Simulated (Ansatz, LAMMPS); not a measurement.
# Site preference of Si in place of Ge in glassy 68GeO2-32ZnO (mol %) (91 atoms)

Aim: make Si in place of Ge at several sites of glassy 68GeO2-32ZnO (mol %) (91 atoms), relax each, and compare their energies.

Calculated with Ansatz 0.2.0; Kohn-Sham DFT, PBE, PAW (set soft_2), plane waves.

### 1. The starting structure

The cell holds 91 atoms: 23 Ge, 11 Zn and 57 O. Its edges and angles: a = 11.046 Å, b = 11.046 Å, c = 11.046 Å, α = 90.0°, β = 90.0°, γ = 90.0°. 91 atoms (23 Ge, 11 Zn, 57 O) placed at random at 4 g/cm³, melted at 4000 K for 10 ps at fixed volume with the Morse and Coulomb pair potential with partial charges (Pedone, Malavasi, Menziani, Cormack and Segre, J. Phys. Chem. B 110, 11780 (2006)). Quenched from 4000 K to 300 K at 50 K/ps and fixed volume, held 10 ps at zero pressure, then minimised at fixed cell.

Limits known from the start: The quench rate of 50 K/ps far exceeds what a furnace or splat quench reaches, so expect more defects and frozen-in strain than in a real sample. The starting topology of bonds comes from the classical model, and needn't be the one that DFT or experiment would give. Only the Γ point is sampled, in a cell whose shortest periodic width is 11 Å.

### 2. Single point at the start

The forces at the start show how far the geometry lies from a minimum of this functional.

The input, input.yaml:

```yaml
crystal:
  lattice:
    - [11.04645, 0.0, 0.0]
    - [0.0, 11.04645, 0.0]
    - [0.0, 0.0, 11.04645]
  atoms:
    - { symbol: Ge, position: [0.59686, 0.01404, 0.08646] }
    - { symbol: Ge, position: [0.5484, 0.54177, 0.29172] }
    - { symbol: Ge, position: [0.02715, 0.6737, 0.7933] }
    - { symbol: Ge, position: [0.33955, 0.97087, 0.46308] }
    - { symbol: Ge, position: [0.54077, 0.74296, 0.75778] }
    - { symbol: Ge, position: [0.37567, 0.4003, 0.09589] }
    - { symbol: Ge, position: [0.93304, 0.25959, 0.05586] }
    - { symbol: Ge, position: [0.88374, 0.86193, 0.4034] }
    - { symbol: Ge, position: [0.01311, 0.56976, 0.32313] }
    - { symbol: Ge, position: [0.81442, 0.06248, 0.88496] }
    - { symbol: Ge, position: [0.43545, 0.51533, 0.57534] }
    - { symbol: Ge, position: [0.10236, 0.49804, 0.03705] }
    - { symbol: Ge, position: [0.79116, 0.37508, 0.27981] }
    - { symbol: Ge, position: [0.53854, 0.23388, 0.65507] }
    - { symbol: Ge, position: [0.77345, 0.37706, 0.74154] }
    - { symbol: Ge, position: [0.72708, 0.75399, 0.16193] }
    - { symbol: Ge, position: [0.97231, 0.14375, 0.3519] }
    - { symbol: Ge, position: [0.26039, 0.18118, 0.27689] }
    - { symbol: Ge, position: [0.01957, 0.20673, 0.65364] }
    - { symbol: Ge, position: [0.76997, 0.62376, 0.90265] }
    - { symbol: Ge, position: [0.15848, 0.7973, 0.27962] }
    - { symbol: Ge, position: [0.31334, 0.97304, 0.05464] }
    - { symbol: Ge, position: [0.13454, 0.47301, 0.5839] }
    - { symbol: Zn, position: [0.63665, 0.83724, 0.4919] }
    - { symbol: Zn, position: [0.50734, 0.17907, 0.91064] }
    - { symbol: Zn, position: [0.782, 0.57091, 0.48851] }
    - { symbol: Zn, position: [0.82282, 0.84627, 0.68186] }
    - { symbol: Zn, position: [0.07555, 0.96321, 0.87402] }
    - { symbol: Zn, position: [0.6064, 0.06323, 0.39596] }
    - { symbol: Zn, position: [0.34378, 0.99276, 0.76875] }
    - { symbol: Zn, position: [0.09949, 0.92818, 0.63747] }
    - { symbol: Zn, position: [0.78635, 0.09002, 0.57133] }
    - { symbol: Zn, position: [0.34578, 0.66157, 0.12394] }
    - { symbol: Zn, position: [0.95846, 0.95437, 0.14109] }
    - { symbol: O, position: [0.95113, 0.86739, 0.55536] }
    - { symbol: O, position: [0.87004, 0.70231, 0.80467] }
    - { symbol: O, position: [0.45211, 0.14142, 0.74411] }
    - { symbol: O, position: [0.61067, 0.08123, 0.22237] }
    - { symbol: O, position: [0.95344, 0.14085, 0.15628] }
    - { symbol: O, position: [0.33787, 0.11484, 0.39636] }
    - { symbol: O, position: [0.62741, 0.67289, 0.86849] }
    - { symbol: O, position: [0.75631, 0.96824, 0.44392] }
    - { symbol: O, position: [0.48831, 0.92703, 0.45265] }
    - { symbol: O, position: [0.6503, 0.28162, 0.75858] }
    - { symbol: O, position: [0.45361, 0.51674, 0.17104] }
    - { symbol: O, position: [0.96834, 0.14374, 0.51862] }
    - { symbol: O, position: [0.05708, 0.57127, 0.67959] }
    - { symbol: O, position: [0.11739, 0.32495, 0.62959] }
    - { symbol: O, position: [0.854, 0.25177, 0.34786] }
    - { symbol: O, position: [0.05382, 0.3503, 0.02062] }
    - { symbol: O, position: [0.87581, 0.19921, 0.92662] }
    - { symbol: O, position: [0.07673, 0.49555, 0.44186] }
    - { symbol: O, position: [0.3192, 0.30803, 0.20854] }
    - { symbol: O, position: [0.97538, 0.9861, 0.34035] }
    - { symbol: O, position: [0.65033, 0.80496, 0.66434] }
    - { symbol: O, position: [0.78443, 0.73734, 0.45111] }
    - { symbol: O, position: [0.83521, 0.83384, 0.23817] }
    - { symbol: O, position: [0.23988, 0.88695, 0.37604] }
    - { symbol: O, position: [0.78873, 0.66358, 0.0507] }
    - { symbol: O, position: [0.04366, 0.53399, 0.17654] }
    - { symbol: O, position: [0.67952, 0.07109, 0.96476] }
    - { symbol: O, position: [0.11553, 0.20494, 0.3281] }
    - { symbol: O, position: [0.91303, 0.96387, 0.9573] }
    - { symbol: O, position: [0.2591, 0.49324, 0.04144] }
    - { symbol: O, position: [0.05878, 0.59498, 0.92462] }
    - { symbol: O, position: [0.49207, 0.55511, 0.43427] }
    - { symbol: O, position: [0.79873, 0.01987, 0.73773] }
    - { symbol: O, position: [0.62153, 0.16266, 0.54553] }
    - { symbol: O, position: [0.45383, 0.32241, 0.99332] }
    - { symbol: O, position: [0.6324, 0.66462, 0.24739] }
    - { symbol: O, position: [0.28174, 0.51411, 0.57949] }
    - { symbol: O, position: [0.10504, 0.85729, 0.14894] }
    - { symbol: O, position: [0.45585, 0.0432, 0.02781] }
    - { symbol: O, position: [0.23937, 0.99371, 0.92208] }
    - { symbol: O, position: [0.79354, 0.47639, 0.86027] }
    - { symbol: O, position: [0.89076, 0.28653, 0.6945] }
    - { symbol: O, position: [0.23843, 0.6665, 0.2614] }
    - { symbol: O, position: [0.64449, 0.86787, 0.09726] }
    [... 7 atom lines left out ...]
    - { symbol: O, position: [0.02689, 0.72565, 0.3485] }
    - { symbol: O, position: [0.64577, 0.42008, 0.29849] }
    - { symbol: O, position: [0.35562, 0.83297, 0.10206] }
    - { symbol: O, position: [0.83336, 0.3523, 0.13284] }
    - { symbol: O, position: [0.86486, 0.50573, 0.33928] }
    - { symbol: O, position: [0.08668, 0.81297, 0.77583] }
kpoints:
  mp_grid: { grid: [1, 1, 1] }
hamiltonian:
  xc: pbe
scf:
  occupations: { method: gaussian, width: 0.025 }
output:
  forces: true
```

Started as:

```bash
> ansatz run input.yaml --threads 4 --pin off --max-ram 8192MiB --backend cpu --events-out ev --progress --plain --runs-dir out
```

Numbers of over 12 decimals in the logs are rounded to 6 here.

The log of the run:

```text
[...]
Pseudopotentials: kind: paw
Pseudopotential: Ge, paw, valence charge 14, recommended cutoff 420 eV (normal), Ge.paw.azcp
Pseudopotential: Zn, paw, valence charge 12, recommended cutoff 420 eV (normal), Zn.paw.azcp
Pseudopotential: O, paw, valence charge 6, recommended cutoff 420 eV (normal), O.paw.azcp
[... 5 lines on functional and potentials left out ...]
Crystal: 91 atoms, lattice volume = 1347.933 Å³
Basis set: ecut = 420 eV, 26193 PW (Γ), exchange–correlation on 150×150×150 points (8 copies of the dense FFT grid, shifted against one another)
Bands: 489, of which v1, the nominal top of the filled ones, is band 398 counted from 1 (397 counted from 0)
Symmetry: 1 space group operations
Space group: P1 (ITA 1), of the structure as read, at distance tolerance 1.1e-4 Å
k-points: 1
[... 7 lines on functional and potentials left out ...]
Initial density: superposition of atomic densities (neutral atoms: chi_scale 0, normalization atom), corrected by the library's trained network
Initial wavefunctions: pseudopotential atomic-orbital guess
[...]
SCF iter   1: F=—  HF=-167622.817410 eV  |F-HF|=—  |Δ(HF+E_count)|=         —  Δρ=2.50e-3  dr2=8.43e-2  ethr=1.77e-3  ⟨swp⟩=6.0  Hψ=1950  notcnv=0
preconditioner: auto → Resta (q_TF=auto, 2.499 Å⁻¹)  ε∞=3.3  [insulator: Δε(μ)=1.491 eV  Ē_g=19.012 eV  σ=0.025 eV  W_gap=1.00  n_scr=364 (ndim 8)  ℏωp=28.5 eV  f_vac=0.241  D(μ)=0.00/eV (n_scr^D=0)  ε∞_Penn≈3.3]
SCF iter   2: F=—  HF=-167622.824632 eV  |F-HF|=—  |Δ(HF+E_count)|=   7.22e-3  Δρ=1.32e-3  dr2=1.77e-2  ethr=1.06e-5  ⟨swp⟩=2.0  Hψ=851  notcnv=0  defer=86
SCF iter   3: F=—  HF=-167622.827273 eV  |F-HF|=—  |Δ(HF+E_count)|=   2.64e-3  Δρ=5.57e-4  dr2=5.27e-3  ethr=2.22e-6  ⟨swp⟩=2.0  Hψ=668  notcnv=0  defer=58
automatic band count: iteration 3 solves 461 bands in place of 489: the levels show a gap, and the empty bands left out lie too high to hold charge; the band table lists the bands solved (type scf.n_extra_bands for more)
SCF iter   4: F=—  HF=-167622.827754 eV  |F-HF|=—  |Δ(HF+E_count)|=   4.82e-4  Δρ=1.65e-4  dr2=4.28e-4  ethr=6.62e-7  ⟨swp⟩=2.0  Hψ=642  notcnv=0  defer=58
SCF iter   5: F=—  HF=-167622.827912 eV  |F-HF|=—  |Δ(HF+E_count)|=   1.58e-4  Δρ=1.07e-4  dr2=1.42e-4  ethr=5.37e-8  ⟨swp⟩=2.0  Hψ=668  notcnv=0  defer=58
[...]
SCF iter   9: F=—  HF=-167622.826273 eV  |F-HF|=—  |Δ(HF+E_count)|=   3.04e-7  Δρ=2.88e-6  dr2=1.07e-7  ethr=1.26e-11  ⟨swp⟩=4.0  Hψ=1482  notcnv=0
SCF iter  10: F=-167622.826273 eV  HF=-167622.826273 eV  |F-HF|=1.08e-9  |Δ(HF+E_count)|=   1.66e-8  Δρ=1.23e-6  dr2=2.02e-8  ethr=1.26e-11  ⟨swp⟩=4.0  Hψ=1337  notcnv=0
SCF 1 converged in 10 iterations: F = -167622.826273 eV  dr2 = 2.02e-8
[...]
SCF converged after 10 iterations
Free energy (F): -167622.826273 eV
Harris-Foulkes:  -167622.826273 eV  (|F-HF|=1.08e-9)
Internal energy: -167622.826273 eV  (E = F + TS)
E sigma→0 (E₀):  -167622.826273 eV
Fermi energy:    5.160366 eV
--- Per-component energies (eV) ---
[...]
Σ components = -167622.826273   (vs F -167622.826273, Δ=0.00e0)
--- Forces (eV/Å), atoms counted from 1 ---
  atom   1  Ge     0.89702789    -0.74066059     2.11611086
  atom   2  Ge     1.01247305    -0.11187371     0.35917109
  atom   3  Ge     0.16555353    -1.24239493    -0.08478709
  atom   4  Ge    -0.44450523    -0.41571255    -1.34077439
[...]
atom  91  O      1.02534542     1.47638757    -0.11582570
  max |Σ_I F_I| component: 3.34e-5 eV/Å
```

It took 19 s on 4 threads of Arm Neoverse V2, shared host; peak memory 2 GiB; 61 s of CPU time.

Reading the cycles: dr2 is the Hartree energy of the density residual (eV), the measure of convergence; HF is the Harris–Foulkes estimate of the energy, which meets the free energy F at convergence.

The r.m.s. force at the start is 0.90 eV/Å.

### 3. Relaxation

With the cell held, the atoms are moved downhill towards a nearby minimum.

The input, input.yaml:

```yaml
crystal:
  lattice:
    - [11.04645, 0.0, 0.0]
    - [0.0, 11.04645, 0.0]
    - [0.0, 0.0, 11.04645]
  atoms:
    [... the 91 atom lines of step 2 ...]
kpoints:
  mp_grid: { grid: [1, 1, 1] }
hamiltonian:
  xc: pbe
scf:
  occupations: { method: gaussian, width: 0.025 }
output:
  forces: true
relax:
  f_tol: 0.05
  max_steps: 120
```

The log of the run:

```text
[...]
Crystal: 91 atoms, lattice volume = 1347.933 Å³
Basis set: ecut = 420 eV, 26193 PW (Γ), exchange–correlation on 150×150×150 points (8 copies of the dense FFT grid, shifted against one another)
Bands: 489, of which v1, the nominal top of the filled ones, is band 398 counted from 1 (397 counted from 0)
Symmetry: 1 space group operations
[...]
k-points: 1
[...]
SCF iter   1: F=—  HF=-167622.817410 eV  |F-HF|=—  |Δ(HF+E_count)|=         —  Δρ=2.50e-3  dr2=8.43e-2  ethr=1.77e-3  ⟨swp⟩=6.0  Hψ=1950  notcnv=0
[...]
SCF iter   5: F=—  HF=-167622.826261 eV  |F-HF|=—  |Δ(HF+E_count)|=   1.08e-4  Δρ=1.07e-4  dr2=1.42e-4  ethr=5.37e-8  ⟨swp⟩=2.0  Hψ=668  notcnv=0  defer=86
SCF iter   6: F=-167622.826268 eV  HF=-167622.826266 eV  |F-HF|=2.47e-6  |Δ(HF+E_count)|=   4.78e-6  Δρ=2.90e-5  dr2=1.19e-5  ethr=7.85e-9  ⟨swp⟩=2.0  Hψ=1454  notcnv=0
SCF 1 converged in 6 iterations: F = -167622.826268 eV  dr2 = 1.19e-5
[...]
relax step   1: F+E_penalty+E_count = -167622.82626825 eV  Δ(F+E_penalty+E_count) = +0.000e0 eV  max|allowed force component| = 2.601e0 eV/Å  Δτ_max = 0.0000 Å  (6 SCF iters, dr2 threshold 6.25e-5 eV, accepted)
[...]
relax step   2: F+E_penalty+E_count = -167626.73921548 eV  Δ(F+E_penalty+E_count) = -3.913e0 eV  max|allowed force component| = 1.742e0 eV/Å  Δτ_max = 0.1061 Å  (7 SCF iters, dr2 threshold 1.00e-4 eV, accepted)
[...]
relax step   3: F+E_penalty+E_count = -167629.59384437 eV  Δ(F+E_penalty+E_count) = -2.855e0 eV  max|allowed force component| = 6.025e-1 eV/Å  Δτ_max = 0.1940 Å  (7 SCF iters, dr2 threshold 1.00e-4 eV, accepted)
relax step   4: F+E_penalty+E_count = -167630.28375021 eV  Δ(F+E_penalty+E_count) = -6.899e-1 eV  max|allowed force component| = 9.265e-1 eV/Å  Δτ_max = 0.2000 Å  (8 SCF iters, dr2 threshold 4.34e-5 eV, accepted)
relax step   5: F+E_penalty+E_count = -167630.54198885 eV  Δ(F+E_penalty+E_count) = -2.582e-1 eV  max|allowed force component| = 7.235e-1 eV/Å  Δτ_max = 0.1922 Å  (8 SCF iters, dr2 threshold 1.00e-4 eV, accepted)
relax step   6: F+E_penalty+E_count = -167630.79589204 eV  Δ(F+E_penalty+E_count) = -2.539e-1 eV  max|allowed force component| = 5.326e-1 eV/Å  Δτ_max = 0.2000 Å  (7 SCF iters, dr2 threshold 1.00e-4 eV, accepted)
relax step   7: F+E_penalty+E_count = -167630.88262130 eV  Δ(F+E_penalty+E_count) = -8.673e-2 eV  max|allowed force component| = 2.586e-1 eV/Å  Δτ_max = 0.2000 Å  (7 SCF iters, dr2 threshold 1.00e-4 eV, accepted)
relax step   8: F+E_penalty+E_count = -167630.90639565 eV  Δ(F+E_penalty+E_count) = -2.377e-2 eV  max|allowed force component| = 2.858e-1 eV/Å  Δτ_max = 0.0642 Å  (6 SCF iters, dr2 threshold 1.58e-5 eV, accepted)
relax step   9: F+E_penalty+E_count = -167630.90090378 eV  Δ(F+E_penalty+E_count) = +5.492e-3 eV  max|allowed force component| = 1.806e-1 eV/Å  Δτ_max = 0.2000 Å  (8 SCF iters, dr2 threshold 1.92e-5 eV, rejected (line search))
relax step  10: F+E_penalty+E_count = -167630.94507989 eV  Δ(F+E_penalty+E_count) = -3.868e-2 eV  max|allowed force component| = 9.311e-2 eV/Å  Δτ_max = 0.1000 Å  (10 SCF iters, accepted)
[...]
relax step  11: F+E_penalty+E_count = -167630.95199970 eV  Δ(F+E_penalty+E_count) = -6.920e-3 eV  max|allowed force component| = 2.181e-2 eV/Å  Δτ_max = 0.0719 Å  (9 SCF iters, accepted)
SCF converged after 9 iterations
Free energy (F): -167630.952000 eV
[...]
Internal energy: -167630.952000 eV  (E = F + TS)
E sigma→0 (E₀):  -167630.952000 eV
Fermi energy:    4.859366 eV
[...]
Σ components = -167630.952000   (vs F -167630.952000, Δ=0.00e0)
--- Forces (eV/Å), atoms counted from 1 ---
  atom   1  Ge     0.00168637     0.00094752    -0.00538997
  atom   2  Ge    -0.01903997    -0.00631185     0.01645801
  atom   3  Ge    -0.00188377     0.00350961    -0.00156612
  atom   4  Ge     0.00870411     0.00018402    -0.00705659
[...]
atom  91  O      0.00312450     0.00547410    -0.00686447
  max |Σ_I F_I| component: 4.95e-5 eV/Å
--- Relaxed structure (11 steps of the walk, 10 accepted, 0 SCFs on fresh bases) ---
  F+E_penalty+E_count = -167630.95199970 eV   max|allowed force component| = 2.181e-2 eV/Å
  atoms:
    - { symbol: Ge, position: [0.589689, -0.00366091, 0.094733] }
    - { symbol: Ge, position: [0.562114, 0.537899, 0.302085] }
    - { symbol: Ge, position: [0.030974, 0.674910, 0.786351] }
    - { symbol: Ge, position: [0.339721, 0.964412, 0.459155] }
[...]
- { symbol: O, position: [0.091388, 0.818550, 0.765591] }
```

Run time: 2.3 min. Hardware: 4 threads; peak memory 2 GiB; 9 min of CPU time.

The relaxation converged after 11 steps, 8.13 eV below its start, with a largest force component of 0.022 eV/Å.

(Part 1 of 3 ends here.)

[Logs are printed without paths, hosts, clocks, repeated set-up lines and the standing remarks that a program may print on its own settings, such as how far it seeks lower states.]

[Hosts, paths, dates, database ids (printed as entryN), source tags and the programs' standing remarks are cut or masked in the printed files.]
